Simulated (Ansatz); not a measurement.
**K2Mn: relaxing a made-up structure**

This structure for K2Mn is made up. Its elements were placed in a known structure type with a cell scaled to their sizes. What cell does the guess relax to, and how far off was it?

Calculated with Ansatz 0.2.0; DFT, PBEsol, plane-wave PAW, files of the set soft_1, scalar-relativistic, ferromagnetic start, cell and ions relaxed at zero pressure; PAW set soft_1, in the first sound run; inputs show where later runs differ.

## 1. Set-up

It takes space group I4/mmm (No. 139, tetragonal). Conventional cell: a = 4.749 Å, b = 4.749 Å, c = 12.097 Å, α = 90.00°, β = 90.00°, γ = 90.00°. Nearest to Mn lie 10 K at 3.94 to 3.98 Å. Nearest to K lie 5 K at 3.87 to 4.13 Å and 5 Mn at 3.94 to 3.98 Å. Farther neighbours are not listed.

## 2. Relaxation of the guess

The guess takes its coordinates from another compound and its volume from a rule, so the cell and any free coordinates are relaxed together.

File input.yaml:

```yaml
crystal:
  lattice:
    - [-2.3745, 2.3745, 6.0485]
    - [2.3745, -2.3745, 6.0485]
    - [2.3745, 2.3745, -6.0485]
  atoms:
    - { symbol: Mn, position: [0.0, 0.0, 0.0], spin: 4.0 }
    - { symbol: K, position: [0.3291, 0.3291, 0.0] }
    - { symbol: K, position: [0.6709, 0.6709, 0.0] }
magnetization:
  spin_polarized: true
kpoints:
  mp_grid: { grid: [8, 8, 8] }
scf:
  occupations: { method: fermi_dirac, width: 0.05 }
hamiltonian:
  xc: pbesol
  pseudopotentials: { kind: paw, azcp: { folder: soft_1 }, xc_functional: pbe }
relax:
  f_tol: 0.015
  max_steps: 70
  cell: {}
output:
  forces: true
  stress: true
```

Command:

```sh
ansatz run input.yaml --threads 4 --pin off --max-ram 8192MiB --backend cpu --events-out ev --progress --plain --runs-dir out
```

Numbers of over 12 decimals in the logs are rounded to 6 here.

The log of the run:

```text
basis.fft_grid_basis auto: the FFT boxes are laid along the combinations [[1, 0, 1], [0, 1, 1], [0, 0, 1]] of the cell's own vectors, 4.749, 4.749 and 6.918 Å long. The dense box has 32×32×48 points. Along the cell's own vectors, as sized, it would have 48×48×48, 2.25 times as many. Of the 16 symmetry operations that the crystal satisfies within crystal.symmetry.tolerance (time reversal apart; of a slab, those that k [...]
Engine: ansatz 0.2.0, aarch64-unknown-linux-gnu
Pseudopotentials: kind: paw
Pseudopotential: Mn, paw, valence charge 15, recommended cutoff 420 eV (normal), soft_1/Mn.paw.azcp
Pseudopotential: K, paw, valence charge 9, recommended cutoff 420 eV (normal), soft_1/K.paw.azcp
Functional definition: PBEsol
  exchange = pbesol_x
  correlation = pbesol_c
Crystal: 3 atoms, lattice volume = 136.412 Å³
Basis set: ecut = 420 eV, 2645 PW (Γ), FFT grids on a1+a3, a2+a3, a3, exchange–correlation on 64×64×96 points (8 copies of the dense FFT grid, shifted against one another)
Bands: 23, of which v1, the nominal top of the filled ones, is band 17 counted from 1 (16 counted from 0)
Symmetry: 16 space group operations
Space group: I4/mmm (ITA 139), of the structure as read, at distance tolerance 5.1e-5 Å
Magnetic group: BNS 139.531 (UNI 1191), of the structure as read, at distance tolerance 5.1e-5 Å
k-points: 59 of 512
Non-local potential: Mn, projectors of the file, l = 0: 3, l = 1: 2, l = 2: 3, l = 3: 1
Non-local potential: K, projectors of the file, l = 0: 3, l = 1: 2, l = 2: 2
PAW form: soft (Blöchl's): semilocal exchange-correlation on the pseudo side does not see the compensation charge
PAW frozen core: Mn, regenerated for the run's functional, and the local potential with it (the file was generated under x = pbe(κ = 0.804, μ = 0.219515), c = pbe(β = 0.066725))
PAW frozen core: K, regenerated for the run's functional, and the local potential with it (the file was generated under x = pbe(κ = 0.804, μ = 0.219515), c = pbe(β = 0.066725))
PAW one-centre angular grid: Mn, 590 points (default); XC on 64 Gauss nodes
PAW one-centre angular grid: K, 110 points (default); XC on 64 Gauss nodes
Initial density: superposition of atomic densities (chi_scale 0.1, normalization cell, long waves kept (reshape's long-wave potential 0.00 eV rms))
Starting moments: Σ|m| = 4 μB on 1 of 3 sites
Initial wavefunctions: pseudopotential atomic-orbital guess
Functional: x = pbesol(κ = 0.804, μ = 0.123457), c = pbesol(β = 0.046)
iter 1 solved again at ethr=8.29e-4 eV; its pass at ethr=3.10e-3 eV (dr2=2.74e-1 eV) is discarded
SCF iter   1: F=—  HF=-6897.351919 eV  |F-HF|=—  |Δ(HF+E_count)|=         —  Δρ=2.11e-2 (↑1.83e-2 ↓2.11e-2)  dr2=2.75e-1  dr2_m=4.61e-1  M=4.678 μB ∫|m|=4.814 μB  β_m=0.30  ethr=8.29e-4  ⟨swp⟩=1.0  Hψ=16663  notcnv=0
Mixer restart at iter 1: flushing history
preconditioner: auto → Kerker (q_TF=auto, 2.154 Å⁻¹)  [metal: Δε(μ)=0.012 eV  Ē_g=3.140 eV  σ=0.050 eV  W_gap=0.06  n_scr=32 (ndim 8)  ℏωp=9.5 eV  f_vac=0.000  D(μ)=3.62/eV (n_scr^D=32)]
spin=Collinear: Kerker preconditioning applied to the charge; magnetization (m = ρ↑ − ρ↓) channel mixes plain (no charge-response kernel on spin).
SCF iter   2: F=—  HF=-6897.761828 eV  |F-HF|=—  |Δ(HF+E_count)|=         —  Δρ=2.00e-2 (↑1.72e-2 ↓2.00e-2)  dr2=2.42e-1  dr2_m=4.14e-1  M=4.840 μB ∫|m|=4.970 μB  β_m=0.30  ethr=8.29e-4  ⟨swp⟩=2.0  Hψ=3152  notcnv=0  defer=1
Mixer restart at iter 2: flushing history
SCF iter   3: F=—  HF=-6897.724550 eV  |F-HF|=—  |Δ(HF+E_count)|=   3.73e-2  Δρ=1.37e-2 (↑1.37e-2 ↓1.23e-2)  dr2=1.03e-1  dr2_m=2.00e-1  M=4.807 μB ∫|m|=4.954 μB  β_m=0.63  ethr=7.34e-4  ⟨swp⟩=1.7  Hψ=3368  notcnv=0  defer=1
SCF iter   4: F=—  HF=-6897.762185 eV  |F-HF|=—  |Δ(HF+E_count)|=   3.76e-2  Δρ=2.71e-3 (↑2.71e-3 ↓9.83e-4)  dr2=1.55e-2  dr2_m=1.98e-3  M=4.743 μB ∫|m|=4.939 μB  β_m=0.55  ethr=3.11e-4  ⟨swp⟩=2.7  Hψ=5539  notcnv=0
SCF iter   5: F=—  HF=-6897.750499 eV  |F-HF|=—  |Δ(HF+E_count)|=   1.17e-2  Δρ=2.34e-3 (↑6.66e-4 ↓2.34e-3)  dr2=9.60e-3  dr2_m=1.10e-3  M=4.701 μB ∫|m|=4.908 μB  β_m=0.78  ethr=4.70e-5  ⟨swp⟩=2.0  Hψ=5391  notcnv=0
SCF iter   6: F=—  HF=-6897.758037 eV  |F-HF|=—  |Δ(HF+E_count)|=   7.54e-3  Δρ=3.57e-4 (↑2.51e-4 ↓3.57e-4)  dr2=4.37e-4  dr2_m=1.05e-5  M=4.669 μB ∫|m|=4.898 μB  β_m=0.83  ethr=2.91e-5  ⟨swp⟩=2.0  Hψ=4172  notcnv=0
SCF iter   7: F=—  HF=-6897.758305 eV  |F-HF|=—  |Δ(HF+E_count)|=   2.67e-4  Δρ=1.21e-4 (↑6.02e-5 ↓1.21e-4)  dr2=5.66e-5  dr2_m=3.30e-6  M=4.664 μB ∫|m|=4.901 μB  β_m=0.91  ethr=1.32e-6  ⟨swp⟩=2.1  Hψ=3991  notcnv=0
SCF iter   8: F=—  HF=-6897.758327 eV  |F-HF|=—  |Δ(HF+E_count)|=   2.26e-5  Δρ=4.31e-5 (↑3.80e-5 ↓4.31e-5)  dr2=9.98e-6  dr2_m=2.26e-7  M=4.661 μB ∫|m|=4.902 μB  β_m=0.94  ethr=1.72e-7  ⟨swp⟩=2.0  Hψ=3013  notcnv=0
SCF iter   9: F=—  HF=-6897.758331 eV  |F-HF|=—  |Δ(HF+E_count)|=   3.53e-6  Δρ=2.74e-5 (↑8.90e-6 ↓2.74e-5)  dr2=1.98e-6  dr2_m=1.67e-7  M=4.658 μB ∫|m|=4.902 μB  β_m=0.97  ethr=3.02e-8  ⟨swp⟩=2.1  Hψ=3377  notcnv=0
SCF iter  10: F=—  HF=-6897.758331 eV  |F-HF|=—  |Δ(HF+E_count)|=   6.35e-7  Δρ=9.49e-6 (↑5.84e-6 ↓9.49e-6)  dr2=4.03e-7  dr2_m=1.12e-8  M=4.658 μB ∫|m|=4.902 μB  β_m=0.99  ethr=6.02e-9  ⟨swp⟩=2.0  Hψ=3271  notcnv=0
SCF iter  11: F=—  HF=-6897.758331 eV  |F-HF|=—  |Δ(HF+E_count)|=   5.11e-8  Δρ=1.31e-6 (↑9.74e-7 ↓1.31e-6)  dr2=1.16e-8  dr2_m=2.39e-10  M=4.658 μB ∫|m|=4.902 μB  β_m=0.99  ethr=1.22e-9  ⟨swp⟩=2.0  Hψ=3399  notcnv=0
SCF iter  12: F=-6897.758331 eV  HF=-6897.758331 eV  |F-HF|=1.32e-10  |Δ(HF+E_count)|=   2.06e-9  Δρ=3.69e-7 (↑3.53e-7 ↓3.69e-7)  dr2=1.16e-9  dr2_m=4.02e-12  M=4.658 μB ∫|m|=4.902 μB  ethr=3.51e-11  ⟨swp⟩=2.0  Hψ=8092  notcnv=0
SCF 1 converged in 12 iterations: F = -6897.758331 eV  dr2 = 1.16e-9
  greatest PAW one-centre occupation: 1.000 electrons in one spin orbital (limit 2), on the Mn atom at site 0 (counted from 0), in its partial waves of l = 0
relax step   1: F+E_penalty+E_count = -6897.75833136 eV  Δ(F+E_penalty+E_count) = +0.000e0 eV  max|allowed force component| = 3.641e-1 eV/Å  Δτ_max = 0.0000 Å  P = -0.386 GPa  Ω = 136.412 Å³  (12 SCF iters, dr2 threshold 1.00e-7 eV, accepted)
Crystal: 3 atoms, lattice volume = 134.823 Å³
Initial density: handed on by an earlier stage of this run
Starting moments: Σ|m| = 4 μB on 1 of 3 sites; this step starts from the density that it was given
Initial wavefunctions: those handed on with the density
iter 1 solved again at ethr=1.73e-5 eV; its pass at ethr=3.10e-3 eV (dr2=5.72e-3 eV) is discarded
[...]
relax step  17: F+E_penalty+E_count = -6897.95596937 eV  Δ(F+E_penalty+E_count) = -5.769e-5 eV  max|allowed force component| = 1.364e-3 eV/Å  Δτ_max = 0.0032 Å  P = -0.010 GPa  Ω = 131.183 Å³  energy of the carried Pulay correction = -1.565e-4 eV  (8 SCF iters, dr2 threshold 1.40e-8 eV, accepted)
relax step  18: F+E_penalty+E_count = -6897.95599202 eV  Δ(F+E_penalty+E_count) = -2.265e-5 eV  max|allowed force component| = 1.929e-3 eV/Å  Δτ_max = 0.0023 Å  P = -0.004 GPa  Ω = 131.146 Å³  energy of the carried Pulay correction = -1.526e-4 eV  (10 SCF iters, accepted)
relax step  19: F+E_penalty+E_count = -6897.96420451 eV  Δ(F+E_penalty+E_count) = -8.212e-3 eV  max|allowed force component| = 1.736e-3 eV/Å  Δτ_max = 0.0000 Å  P = +0.114 GPa  Ω = 131.146 Å³  stress off target by 3.21e-1 GPa  SCF on the basis re-selected at this cell (its energy is not comparable with the rows above)  (11 SCF iters)
relax step  20: F+E_penalty+E_count = -6897.96851279 eV  Δ(F+E_penalty+E_count) = -4.308e-3 eV  max|allowed force component| = 1.419e-3 eV/Å  Δτ_max = 0.0074 Å  P = +0.058 GPa  Ω = 131.910 Å³  energy of the carried Pulay correction = -4.168e-5 eV  (7 SCF iters, dr2 threshold 2.58e-7 eV, accepted)
relax step  21: F+E_penalty+E_count = -6897.97242494 eV  Δ(F+E_penalty+E_count) = -3.912e-3 eV  max|allowed force component| = 5.652e-3 eV/Å  Δτ_max = 0.0001 Å  P = +0.015 GPa  Ω = 131.632 Å³  energy of the carried Pulay correction = -2.436e-5 eV  (10 SCF iters, dr2 threshold 1.09e-7 eV, accepted)
relax step  22: F+E_penalty+E_count = -6897.97253954 eV  Δ(F+E_penalty+E_count) = -1.146e-4 eV  max|allowed force component| = 6.530e-3 eV/Å  Δτ_max = 0.0093 Å  P = +0.016 GPa  Ω = 131.823 Å³  energy of the carried Pulay correction = -3.453e-5 eV  (12 SCF iters, accepted)
Basis set: ecut = 420 eV, 2593 PW (Γ), FFT grids on a1+a3, a2+a3, a3, exchange–correlation on 54×54×128 points (8 copies of the dense FFT grid, shifted against one another)
iter 1 solved again at ethr=1.60e-8 eV; its pass at ethr=3.10e-3 eV (dr2=5.27e-6 eV) is discarded
SCF iter   1: F=—  HF=-6897.972788 eV  |F-HF|=—  |Δ(HF+E_count)|=         —  Δρ=3.85e-5 (↑3.85e-5 ↓2.34e-5)  dr2=7.89e-7  dr2_m=3.03e-7  M=4.487 μB ∫|m|=4.724 μB  β_m=0.65  ethr=1.60e-8  ⟨swp⟩=3.7  Hψ=20781  notcnv=0
preconditioner: auto → none  [metal: Δε(μ)=0.002 eV  Ē_g=3.939 eV  σ=0.050 eV  W_gap=0.01  n_scr=4 (ndim 8)  ℏωp=9.7 eV  f_vac=0.000  D(μ)=4.27/eV (n_scr^D=42)]
SCF iter   2: F=—  HF=-6897.972807 eV  |F-HF|=—  |Δ(HF+E_count)|=   1.92e-5  Δρ=1.49e-5 (↑1.49e-5 ↓6.79e-6)  dr2=8.14e-7  dr2_m=4.23e-8  M=4.487 μB ∫|m|=4.723 μB  β_m=0.54  ethr=2.39e-9  ⟨swp⟩=2.1  Hψ=3450  notcnv=0
SCF iter   3: F=—  HF=-6897.972810 eV  |F-HF|=—  |Δ(HF+E_count)|=   2.68e-6  Δρ=1.20e-5 (↑1.20e-5 ↓1.06e-5)  dr2=2.92e-6  dr2_m=1.93e-8  M=4.488 μB ∫|m|=4.724 μB  β_m=0.39  ethr=2.39e-9  ⟨swp⟩=2.0  Hψ=4377  notcnv=0  recentre
SCF iter   4: F=—  HF=-6897.972810 eV  |F-HF|=—  |Δ(HF+E_count)|=   1.07e-7  Δρ=2.83e-6 (↑2.36e-6 ↓2.83e-6)  dr2=2.60e-8  dr2_m=5.44e-9  M=4.487 μB ∫|m|=4.723 μB  β_m=0.46  ethr=2.39e-9  ⟨swp⟩=2.0  Hψ=3804  notcnv=0
SCF iter   5: F=—  HF=-6897.972810 eV  |F-HF|=—  |Δ(HF+E_count)|=   5.22e-8  Δρ=1.95e-6 (↑1.88e-6 ↓1.95e-6)  dr2=2.23e-9  dr2_m=3.57e-9  M=4.487 μB ∫|m|=4.723 μB  β_m=0.73  ethr=7.87e-11  ⟨swp⟩=2.0  Hψ=3299  notcnv=0
SCF iter   6: F=—  HF=-6897.972810 eV  |F-HF|=—  |Δ(HF+E_count)|=   4.76e-8  Δρ=1.37e-6 (↑1.37e-6 ↓1.32e-6)  dr2=3.15e-9  dr2_m=2.10e-9  M=4.487 μB ∫|m|=4.723 μB  β_m=0.77  ethr=6.77e-12  ⟨swp⟩=2.0  Hψ=4802  notcnv=0
SCF iter   7: F=—  HF=-6897.972810 eV  |F-HF|=—  |Δ(HF+E_count)|=   3.38e-9  Δρ=4.58e-7 (↑2.87e-7 ↓4.58e-7)  dr2=4.80e-10  dr2_m=1.25e-10  M=4.487 μB ∫|m|=4.723 μB  β_m=0.76  ethr=6.77e-12  ⟨swp⟩=2.2  Hψ=3514  notcnv=0
SCF iter   8: F=—  HF=-6897.972810 eV  |F-HF|=—  |Δ(HF+E_count)|=   4.57e-7  Δρ=8.27e-8 (↑7.19e-8 ↓8.27e-8)  dr2=1.50e-11  dr2_m=3.08e-12  M=4.487 μB ∫|m|=4.723 μB  β_m=0.82  ethr=1.45e-12  ⟨swp⟩=2.0  Hψ=4332  notcnv=0
SCF iter   9: F=—  HF=-6897.972810 eV  |F-HF|=—  |Δ(HF+E_count)|=  5.37e-11  Δρ=4.98e-8 (↑1.70e-8 ↓4.98e-8)  dr2=2.58e-12  dr2_m=9.02e-13  M=4.487 μB ∫|m|=4.723 μB  β_m=0.91  ethr=1.00e-12  ⟨swp⟩=2.0  Hψ=3227  notcnv=0
SCF iter  10: F=-6897.972810 eV  HF=-6897.972810 eV  |F-HF|=3.64e-12  |Δ(HF+E_count)|=  7.28e-12  Δρ=2.68e-8 (↑2.24e-8 ↓2.68e-8)  dr2=1.28e-12  dr2_m=5.19e-13  M=4.487 μB ∫|m|=4.723 μB  ethr=1.00e-12  ⟨swp⟩=3.9  Hψ=10171  notcnv=0
SCF 23 converged in 10 iterations: F = -6897.972810 eV  dr2 = 1.28e-12
relax step  23: F+E_penalty+E_count = -6897.97280961 eV  Δ(F+E_penalty+E_count) = -2.701e-4 eV  max|allowed force component| = 6.525e-3 eV/Å  Δτ_max = 0.0000 Å  P = +0.022 GPa  Ω = 131.823 Å³  stress off target by 2.87e-2 GPa  SCF on the basis re-selected at this cell (its energy is not comparable with the rows above)  (10 SCF iters)
basis re-selected at this cell: Δ(F+E_penalty+E_count) = -2.701e-4 eV, ΔP = +0.006 GPa vs the last step (what re-selecting the basis moved, of the pressure what is left beyond the Pulay correction that the steps carried, after the strain that the cell walked since its last selection, with what the two solves' SCF thresholds leave and, on support functions, any second-order correction that the steps lacked; it is no measure of the basis error at this ecutwfc). The dense FFT grid was sized anew with the basis: this SCF ran on 27×27×64 points, the steps before it on 27×27×60, so part of this shift can come from that change (see relax.cell in the input reference). [rest of the remark cut]
SCF converged after 10 iterations
Magnetization: 4.4873 μB (18.7436 up, 14.2564 down)
Absolute magnetization: 4.7235 μB (∫|ρ↑−ρ↓|, with the PAW one-centre terms)
Spin contamination: 0.1909 ħ² per cell (⟨S²⟩ above its minimum at these occupations)
Per-site moments (μB) at R_I (Å): [(4.541790, 1.502940), (-0.021815, 1.502940), (-0.021815, 1.502940)]
Free energy (F): -6897.972810 eV
Harris-Foulkes:  -6897.972810 eV  (|F-HF|=3.64e-12)
Internal energy: -6897.937913 eV  (E = F + TS)
E sigma→0 (E₀):  -6897.955361 eV
Entropy (-TS):   -0.034897 eV (-11.632 meV/atom)
Fermi energy:    3.841225 eV
--- Per-component energies (eV) ---
  E_band       = -650.058900
  E_kinetic    = 815.747347
  E_local      = -4976.539832  (includes V_loc(G=0)·N_el)
  E_nonlocal   = 496.838527
  E_hartree    = 1942.856085
  E_xc         = -368.477571
  E_vxc        = -457.738021  (∫ρ·V_xc dr)
  E_paw        = -2825.883364  (= ΣΔE_a)
  E_vpaw       = -414.079150  (= ΣTr[D̂ρ^β])
  E_aug_tail   = 0.000090  (compensation charges beyond the density's cutoff)
  E_ewald      = -1982.864615
  E_core_change = 0.385421  (= ΣΔE_core)
  E_smearing   = -0.034897  (= −TS)
  E_closure    = -0.000000  (closes the sum)
  Σ components = -6897.972810   (vs F -6897.972810, Δ=0.00e0)
--- Forces (eV/Å), atoms counted from 1 ---
  atom   1  Mn     0.00000000     0.00000000    -0.00000000
  atom   2  K     -0.00000000     0.00000000    -0.00652520
  atom   3  K      0.00000000     0.00000000     0.00652520
  max |Σ_I F_I| component: 1.73e-18 eV/Å
--- Stress (GPa, compression-positive) ---
        0.018704      -0.000000       0.000000
       -0.000000       0.018704       0.000000
       -0.000000      -0.000000       0.028678
  P = ⅓ Tr σ = 0.0220 GPa (0.220 kbar)
--- Relaxed structure (20 steps of the walk, 20 accepted, 3 SCFs on fresh bases) ---
  F+E_penalty+E_count = -6897.97280961 eV   max|allowed force component| = 6.525e-3 eV/Å   (the final SCF, on the basis selected at the relaxed cell)
  cell:  # Å, volume = 131.8228 Å³
    - [-1.943896, 1.943896, 8.721367]
    - [1.943896, -1.943896, 8.721367]
    - [1.943896, 1.943896, -8.721367]
  atoms:
    - { symbol: Mn, position: [-6.81155369999986e-19, -6.811553699999857e-19, 0] }
    - { symbol: K, position: [0.362915, 0.362915, 0] }
    - { symbol: K, position: [0.637085, 0.637085, 0] }
```

Wall time 2.2 min (4 threads of Arm Neoverse V1, shared host); peak memory 0.61 GiB.

Step by step (22 of 23):

```
step  energy less that of the first step (eV)  largest force component (eV/Å)  pressure (GPa)  volume (Å³)
   1                                   0.0000                          0.3641           -0.39       136.41
   2                                  -0.0520                          0.2467           -0.34       134.82
   3                                  -0.1019                          0.0553            0.00       129.17
   4                                  -0.1107                          0.0180            0.01       128.90
   5                                  -0.1325                          0.0173            0.15       127.25
   6                                  -0.1459                          0.0144            0.23       126.87
   7                                  -0.1535                          0.0064            0.17       127.93
   8                                  -0.1545                          0.0078            0.04       129.52
   9                                  -0.1549                          0.0040            0.00       130.41
  10                                  -0.1549                          0.0065           -0.01       130.64
 11*                                  -0.1628                          0.0062            0.10       130.64
  13                                  -0.1803                          0.0095            0.05       133.06
  14                                  -0.1904                          0.0114            0.03       133.34
  15                                  -0.1972                          0.0016           -0.05       132.46
  16                                  -0.1976                          0.0014            0.05       130.39
  17                                  -0.1976                          0.0014           -0.01       131.18
  18                                  -0.1977                          0.0019            0.00       131.15
 19*                                  -0.2059                          0.0017            0.11       131.15
  20                                  -0.2102                          0.0014            0.06       131.91
  21                                  -0.2141                          0.0057            0.02       131.63
  22                                  -0.2142                          0.0065            0.02       131.82
 23*                                  -0.2145                          0.0065            0.02       131.82
```

Relaxation steps marked * repeat the geometry before them on a plane-wave basis chosen anew for their cell, so energy and pressure can jump there. Other such steps can lie between the rows shown.

The run keeps the 16 symmetry operations that it works with, so distortions that break them were not tested.

```
     cell as run  before   after   change
           a (Å)   6.918   9.144  +32.2 %
           b (Å)   6.918   9.144  +32.2 %
           c (Å)   6.918   9.144  +32.2 %
           α (°)  139.85  155.45  +11.2 %
           β (°)  139.85  155.45  +11.2 %
           γ (°)   58.08   34.99  -39.8 %
volume (Å³/atom)   45.47   43.94   -3.4 %
```

The atoms that moved most (Å, as changes of fractional coordinates times the final cell):

```
atom     dx     dy      dz  length
  K2  0.000  0.000   0.590   0.590
  K3  0.000  0.000  -0.590   0.590
```

Final coordinates:

```xyz
3
Lattice="-1.9439 1.9439 8.7214 1.9439 -1.9439 8.7214 1.9439 1.9439 -8.7214" Properties=species:S:1:pos:R:3 pbc="T T T"
Mn    0.0000    0.0000    0.0000
K     0.0000    0.0000    6.3302
K     0.0000    0.0000   11.1125
```

Numbers from this step:

| Property | Result |
| --- | --- |
| free energy | -6897.9728 eV |
| energy at zero smearing | -6897.9554 eV |
| smearing term TS | 0.03490 eV |
| Fermi energy | 3.841 eV |
| magnetization | 4.487 μB |
| absolute magnetization | 4.723 μB |
| site moments | 4.542, -0.02181, -0.02181 μB |
| electrons | 33 |
| symmetry operations | 16 |
| pressure | 0.02203 GPa |

Site moment by atom:

```
atom  site moment (μB)
 Mn1              4.54
  K2             -0.02
  K3             -0.02
```

Shortest distances by pair of elements, guess and relaxed (not always the same contact):

```
 pair  guess (Å)  relaxed (Å)
 K–Mn      3.943        3.643
Mn–Mn      4.749        3.888
  K–K      3.865        3.888
```

The relaxation ends with a largest force component of 0.0065 eV/Å and a pressure of 0.02 GPa.

(Part 1 of 2 ends here.)

[Logs are printed without paths, hosts, clocks, repeated set-up lines and the standing remarks that a program may print on its own settings, such as how far it seeks lower states.]

[Hosts, paths, dates, database ids (printed as entryN), source tags and the programs' standing remarks are cut or masked in the printed files.]
